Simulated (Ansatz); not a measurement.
## Where Se_O puts its levels in the gap of SnO2 (P4_2/mnm)

Wanted: the transition levels of a substitutional impurity in SnO2 (P4_2/mnm), from a cell of 72 host atoms with 1 O taken out and 1 Se put in.

Method: place-levels on r2SCAN runs: charge-transition levels and formation energies with image-charge correction and potential alignment at the atomic sites; PAW set soft_1, in Ansatz 0.2.0.

**What experiment says.**

For SnO2, rutile (undoped SnO2, literature value), “Effect of Cu F Co-doping on the Properties of AgSnO2 Contact” (2019, pmc:6679235) quotes earlier work: band gap (band gap of intrinsic SnO2, quoted experimental value) 3.6 eV [Literature value cited in passing in the theory part; measurement method, temperature and …].

This is a report of a sequence of runs, with most program output left out.

**1. Starting point**

The cell holds 72 atoms: 24 Sn, 47 O and 1 Se. Its edges and angles: a = 9.516 Å, b = 9.516 Å, c = 9.602 Å, α = 90.0°, β = 90.0°, γ = 90.0°. It derives from SnO2 (space group P4_2/mnm). Nearest the centre at fractional (0.403, 0.597, 0.500): Se28 at 0.00 Å, Sn25 at 2.06 Å, Sn62 at 2.07 Å, Sn68 at 2.07 Å, O45 at 2.61 Å, O65 at 2.92 Å, O71 at 2.92 Å, O30 at 2.92 Å.

Screening for the image-charge correction: ε∞ = (4.60, 4.60, 4.91), ε0 = (13.48, 13.48, 10.42), from a response run on this crystal (DFPT, PBEsol) at that run's own cell.

The cell's shortest repeat is 9.5 Å.

**2. What was run first**

A transition level is the Fermi level at which two charge states cost the same, so each charge needs its own total energy, at its own relaxed structure.

Random displacements of about 0.05 Å break the site symmetry at the start, so that the relaxation can reach a distorted minimum if there is one. Forces are taken at one point at (¼, ¼, ¼). The cell holds 1 electron more than the neutral one, with a uniform background that keeps it neutral on the whole. The electron count is odd, so at least one spin is unpaired; this run locks the moment at 1 μB.

The sampling was tested on the host first: at the k-points planned (1x1x1 shifted 0.25 0.25 0.25) its energy lies 0.000 eV an atom from the dense-mesh value, under the bound of 0.02 eV set for this test; that bounds the host's error, not the defect's.

One of the inputs; charge, spin and start change from state to state.

Contents of qm1_M1.relax/input.yaml:

```yaml
crystal:
  lattice:
    - [9.51550307, 0.0, 0.0]
    - [0.0, 9.51550307, 0.0]
    - [0.0, 0.0, 9.60204439]
  atoms:
    - { symbol: Sn, position: [0.25, 0.25, 0.16666667] }
    - { symbol: Sn, position: [0.0, 0.0, 0.0] }
[... 4 atom lines left out ...]
    - { symbol: Sn, position: [0.25, 0.25, 0.5] }
[... 1 atom line left out ...]
    - { symbol: O, position: [0.09702862, 0.40297138, 0.5] }
[... 2 atom lines left out ...]
    - { symbol: O, position: [0.34702862, 0.34702862, 0.33333333] }
[... 5 atom lines left out ...]
    - { symbol: O, position: [0.34702862, 0.34702862, 0.66666667] }
    - { symbol: Sn, position: [0.25, 0.75, 0.16666667] }
[... 2 atom lines left out ...]
    - { symbol: O, position: [0.40297138, 0.59702862, 0.16666667] }
[... 2 atom lines left out ...]
    - { symbol: Sn, position: [0.25, 0.75, 0.5] }
[... 2 atom lines left out ...]
    - { symbol: Se, position: [0.40297138, 0.59702862, 0.5] }
    - { symbol: O, position: [0.15297138, 0.65297138, 0.33333333] }
    - { symbol: O, position: [0.34702862, 0.84702862, 0.33333333] }
[... 3 atom lines left out ...]
    - { symbol: O, position: [0.40297138, 0.59702862, 0.83333333] }
    - { symbol: O, position: [0.15297138, 0.65297138, 0.66666667] }
    - { symbol: O, position: [0.34702862, 0.84702862, 0.66666667] }
[... 8 atom lines left out ...]
    - { symbol: O, position: [0.59702862, 0.40297138, 0.5] }
[... 15 atom lines left out ...]
    - { symbol: Sn, position: [0.75, 0.75, 0.5] }
    - { symbol: Sn, position: [0.5, 0.5, 0.33333333] }
    - { symbol: O, position: [0.59702862, 0.90297138, 0.5] }
[... 1 atom line left out ...]
    - { symbol: O, position: [0.65297138, 0.65297138, 0.33333333] }
[... 2 atom lines left out ...]
    - { symbol: Sn, position: [0.5, 0.5, 0.66666667] }
[... 2 atom lines left out ...]
    - { symbol: O, position: [0.65297138, 0.65297138, 0.66666667] }
    - { symbol: O, position: [0.84702862, 0.84702862, 0.66666667] }
  host:
    repeats: [2, 2, 3]
    atoms:
      - { symbol: Sn, position: [0.5, 0.5, 0.5] }
      - { symbol: Sn, position: [0.0, 0.0, 0.0] }
      - { symbol: O, position: [0.19405723, 0.80594277, 0.5] }
      - { symbol: O, position: [0.80594277, 0.19405723, 0.5] }
      - { symbol: O, position: [0.30594277, 0.30594277, 0.0] }
      - { symbol: O, position: [0.69405723, 0.69405723, 0.0] }
total_charge: -1
basis:
  ecutwfc: 500
  xc_grid: 2
hamiltonian:
  xc: r2scan
  pseudopotentials: { kind: paw, azcp: { folder: soft_1 } }
kpoints:
  mp_grid: { grid: [1, 1, 1], shift: [0.25, 0.25, 0.25] }
magnetization:
  spin_polarized: true
  initial_magnetization: 1
  spin_locking: { lock_magnetization: hard }
scf:
  occupations: { method: fixed }
  max_iter: 100
output:
  forces: true
  charged_corrections:
    epsilon: [4.6, 4.6, 4.91]
    static_epsilon: [13.48, 13.48, 10.42]
    defect_position: [0.402971, 0.597029, 0.5]
relax:
  f_tol: 0.02
  max_steps: 80
  random_displacement: { amplitude: 0.05, seed: 2843 }
checkpoint:
  write: "../qm1_M1.relax.run"
  compress: false
  write_wavefunctions: true
  write_every: 100000
```

On the command line:

```bash
> ansatz run input.yaml --threads 4 --pin off --max-ram 15073MiB --backend cpu --events-out ev --progress --plain --runs-dir out
```

The relaxed structure is kept and the sampling changed to a 2×2×2 shifted mesh.

The run of this state that the levels use, under r2SCAN:

Contents of qm1_M1.point/input.yaml:

```yaml
crystal:
  checkpoint: "../qm1_M1.relax.run"
  host: checkpoint
total_charge: -1
basis:
  ecutwfc: 500
  xc_grid: 2
hamiltonian:
  xc: r2scan
  pseudopotentials: { kind: paw, azcp: { folder: soft_1 } }
kpoints:
  mp_grid: { grid: [2, 2, 2], shift: [0.5, 0.5, 0.5] }
magnetization:
  spin_polarized: true
  initial_magnetization: 1
  spin_locking: { lock_magnetization: hard }
scf:
  occupations: { method: fermi_dirac, width: 0.01 }
  max_iter: 100
output:
  forces: true
  eigenvalues: true
  charged_corrections:
    epsilon: [4.6, 4.6, 4.91]
    static_epsilon: [13.48, 13.48, 10.42]
    defect_position: [0.402971, 0.597029, 0.5]
  eigenstates: { localisation: true }
  populations: true
  efg: {}
  band_densities: [{ bands: [v1, v1] }, { bands: [c1, c1] }]
  write_density: true
  write_potential: true
  volumetric_format: npy
  elf: true
checkpoint:
  read: "../qm1_M1.relax.run"
  write: "../qm1_M1.point.run"
  compress: false
  write_wavefunctions: false
  write_every: 100000
```

Relaxations under r2SCAN at one point at (¼, ¼, ¼); times on 4 threads of Intel Xeon 6975P-C (Granite Rapids), shared host:

```
charge  moment (μB)  occupations    outcome  steps  largest displacement against the far atoms (Å)     time
    −1            1        fixed  converged      8                                            0.59  6.8 min
     0            0        fixed  converged      9                                            0.60  3.3 min
    +1            1        fixed  converged     11                                            0.47  8.8 min
```

Single points under r2SCAN at a 2×2×2 shifted mesh; times on 4 threads of Intel Xeon 6975P-C (Granite Rapids), shared host:

```
charge  moment (μB)  occupations    outcome     time
    −1            1  fermi-dirac  converged  5.2 min
     0            0  fermi-dirac  converged    2 min
    +1            1  fermi-dirac  converged  5.4 min
```

Distances (Å) from Se28 to the nearest atoms after relaxation with r2SCAN:

```
charge  moment (μB)       1.       2.       3.      4.      5.      6.
    −1            1  Sn 2.38  Sn 2.43  Sn 2.43  O 2.80  O 2.81  O 2.81
     0            0  Sn 2.38  Sn 2.42  Sn 2.42  O 2.79  O 2.80  O 2.81
    +1            1  Sn 2.40  Sn 2.46  Sn 2.46  O 2.79  O 2.80  O 2.82
```

**3. place-levels, r2SCAN**

A charged cell interacts with its images and the background, and its potential has another zero than the host's. place-levels removes the first by a point-charge model, screened by the static dielectric constant since the ions have relaxed around the charge, and the second by comparing potentials at atoms far from the defect.

The host is a run of the defect-free crystal in the same cutoffs, grids and k-points, so that basis and sampling errors cancel in part in the differences. The host is run in a cell of 6 atoms on a matching mesh. Its band edges are searched through the zone by a band path, so the gap is smaller than, or equal to, that on the mesh. Chemical potentials are energies per atom of O (O2 molecule) and Se (trigonal (grey) selenium), run with the same functional and cutoff.

Contents of levels.point.yaml:

```yaml
host:
  run: host.point.run
states: [qm1_M1.point.run, q0.point.run, qp1_M1.point.run]
geometry_from:
  qm1_M1.point.run: qm1_M1.relax.run
  q0.point.run: q0.relax.run
  qp1_M1.point.run: qp1_M1.relax.run
  host.point.run: host.relax.run
chemical_potentials:
  O:
    energy: -565.989614
    dataset: <sha256 of the dataset>
  Se:
    energy: -5478.140172
    dataset: "<sha256 of the dataset>"
epsilon: [4.6, 4.6, 4.91]
static_epsilon: [13.48, 13.48, 10.42]
vertical:
  - { from: qm1_M1.point.run, to: qm1_M1.point_neutral.run }
  - { from: qp1_M1.point.run, to: qp1_M1.point_neutral.run }
```

On the command line:

```bash
> ansatz place-levels levels.point.yaml -- --threads 4 --pin off --max-ram 15073MiB
```

Wall time 0.34 s (4 threads of Intel Xeon 6975P-C (Granite Rapids), shared host).

Levels between the charges placed, in eV above the valence top:

```
        gap (eV)  (+1/0)  (0/−1)
r2SCAN      1.80    0.58    1.81
```

Corrections by state:

```
charge  moment (μB)  image terms and alignment (eV)  band filling (eV)                                  ε used  over the lowest of its charge, as the program ranks them, band filling apart (eV)
    +1          1.0                           0.436                  -  principal values (10.42, 13.48, 13.48)                                                                              0.000
     0          0.0                           0.000                  -                                       -                                                                              0.000
    −1          1.0                          -0.203             -1.200  principal values (10.42, 13.48, 13.48)                                                                              0.000
```

The charged structures listed were also run neutral, and place-levels reads from each pair, by the potential or the spins, how wide the charge is by which they differ; that can be the carrier of either run.

```
charge  rms radius (Å)  spread where it is widest against the cell (Å)  wide from (Å)  reading
    +1             1.5                                            1.10           1.65   narrow
    −1             7.1                                            4.52           1.65     wide
```

The neutral runs of these pairs need not share the spin of the lowest neutral state, and very wide values only mean spread over the cell.

From the program's caveats on the states, each cut to its opening words:

- charge +1 (1 μB): its displacements don't fall off away from the defect: farther atoms stand 0.065 Å off the host's places
- charge +1 (1 μB), −1 (1 μB): flagged: stability check not made
- charge 0: its displacements don't fall off away from the defect: farther atoms stand 0.051 Å off the host's places
- charge −1 (1 μB): it parts from the run at its places by a charge that spreads by about 4.5 Å along one vector (1.6 Å or more is wide), by its potential at epsilon [4.6, 4.6, [...]
- charge −1 (1 μB): a band-filling correction moves a carrier to the host's band edge, which changes its energy by -1.200 eV
- charge −1 (1 μB): its displacements don't fall off away from the defect: farther atoms stand 0.053 Å off the host's places

The host's formation energy from the elements is -1.867 eV per atom; it sets how far the chemical potentials can move.

Limit set by the element alone; other compounds of these elements are not counted. Chemical potentials from the elements' reference states: O 0.00 eV, Sn -5.60 eV, Se 0.00 eV. Formation energy by charge state (O-rich; gap 1.80 eV):

```
charge  at valence top (eV)  at conduction bottom (eV)  correction included (eV)
    +1                 5.21                       7.01                      0.44
     0                 5.79                       5.79                      0.00
    −1                 7.61                       5.81                     -1.40
```

Fermi level (eV), lowest formation energy (eV) and a bar from the least value:
```
     0.00       5.21 
     0.16       5.38 ########
     0.33       5.54 #################
     0.49       5.70 #########################
     0.65       5.79 ##############################
     0.82       5.79 ##############################
     0.98       5.79 ##############################
     1.14       5.79 ##############################
     1.31       5.79 ##############################
     1.47       5.79 ##############################
     1.63       5.79 ##############################
     1.80       5.79 ##############################
```

Limit set by the element alone; other compounds of these elements are not counted. Chemical potentials from the elements' reference states: Sn 0.00 eV, O -2.80 eV, Se 0.00 eV. Formation energy by charge state (Sn-rich; gap 1.80 eV):

```
charge  at valence top (eV)  at conduction bottom (eV)  correction included (eV)
    +1                 2.41                       4.21                      0.44
     0                 2.99                       2.99                      0.00
    −1                 4.81                       3.01                     -1.40
```

(Fermi level (eV), lowest formation energy (eV)): (0.00, 2.41), (0.16, 2.58), (0.33, 2.74), (0.49, 2.90), (0.65, 2.99), (0.82, 2.99), (0.98, 2.99), (1.14, 2.99), (1.31, 2.99), (1.47, 2.99), (1.63, 2.99), (1.80, 2.99)

**4. Effect of the sampling**

The relaxations' own energies give the levels at their sampling, for comparison.

Contents of levels.relax_mesh.yaml:

```yaml
host:
  run: host.relax.run
states: [qm1_M1.relax.run, q0.relax.run, qp1_M1.relax.run]
chemical_potentials:
  O:
    energy: -565.989614
    dataset: <sha256 of the dataset>
  Se:
    energy: -5478.140172
    dataset: "<sha256 of the dataset>"
```

On the command line:

```bash
> ansatz place-levels levels.relax_mesh.yaml -- --threads 4 --pin off --max-ram 15073MiB
```

Elapsed: 0.14 s, on 4 threads.

Levels between neighbouring charges, in eV above the valence top:

```
                        gap (eV)  (+1/0)  (0/−1)
one point at (¼, ¼, ¼)      1.80    0.58    1.81
  a 2×2×2 shifted mesh      1.80    0.58    1.81
```

Going from one point at (¼, ¼, ¼) to a 2×2×2 shifted mesh moves the levels that carry no band-filling term by up to 0.01 eV and formation energies against the elements by up to 0.01 eV; band-filling terms, which differ between samplings, are in these energies.

**5. Outcome**

| Property | Result |
| --- | --- |
| gap of the host | 1.80 eV (r2SCAN) |
| level (plus 1/0) | 0.58 eV above the valence top |
| level (0/minus 1) | 1.81 eV above the valence top, past the conduction bottom (3.01 eV above the valence top without the band-filling term) |
| lowest of the charges placed, just above the valence top (0.02 eV) | +1 |
| lowest of the charges placed, just below the conduction bottom (0.02 eV) | 0 |
| lowest formation energy at mid-gap of the charges run, O-rich | 5.79 eV |
| lowest formation energy at mid-gap of the charges run, Sn-rich | 2.99 eV |

In words: Of the charges placed (−1, 0 and +1), the lowest changes at 0.58 eV (+1/0) above the valence top, in a gap of 1.80 eV. Charges above +1 were not placed, so these runs say nothing of levels that involve them. States placed: +1 at 1 μB; 0 at 0 μB; −1 at 1 μB. Other spin states or structures, where not listed, weren't placed. The program finds carriers beyond a band edge of the host and adds a band-filling term at charge −1 (-1.20 eV); steps to such a charge show no bound level, and a defect level inside a band would be read the same way. Se is taken at its element; compounds, which aren't counted here, bound the chemical potentials and would shift these formation energies. Going from one point at (¼, ¼, ¼) to a 2×2×2 shifted mesh moves the levels that carry no band-filling term by up to 0.01 eV and formation energies against the elements by up to 0.01 eV; band-filling terms, which differ between samplings, are in these energies. What this leaves open: r2SCAN makes the gap too small and tends to spread out bound carriers; where a gas molecule sets a chemical potential or the host's formation energy, its binding is uncorrected; spin–orbit coupling, which can matter with heavy atoms, is left out.

Calculation against experiment:

| quantity | measured | r2SCAN |
| --- | --- | --- |
| band gap (least gap of the host) (eV) | 3.6 | 1.80 (-1.80 eV) |

Measured values from pmc:6679235 (2019).

**Verdict.** The band gap is off by -1.80 eV. Local and semilocal functionals usually give gaps below the measured ones. Spin-orbit coupling, left out here, can change the gap with such heavy elements. Zero-point and thermal motion shift the measured gap.

[Logs are printed without paths, hosts, clocks, repeated set-up lines and the standing remarks that a program may print on its own settings, such as how far it seeks lower states.]

[Hosts, paths, dates, database ids (printed as entryN), source tags and the programs' standing remarks are cut or masked in the printed files.]

[Where a table of states has a column of steps, it counts the stored structures, which are thinned; the runs took as many ionic steps or more.]

[A defect's name tells the site on which it was built; relaxed atoms can leave that site.]

[For some hosts the program warned that the k-mesh of the response run may be too coarse for force constants and the static dielectric constant; such warnings are not shown here.]
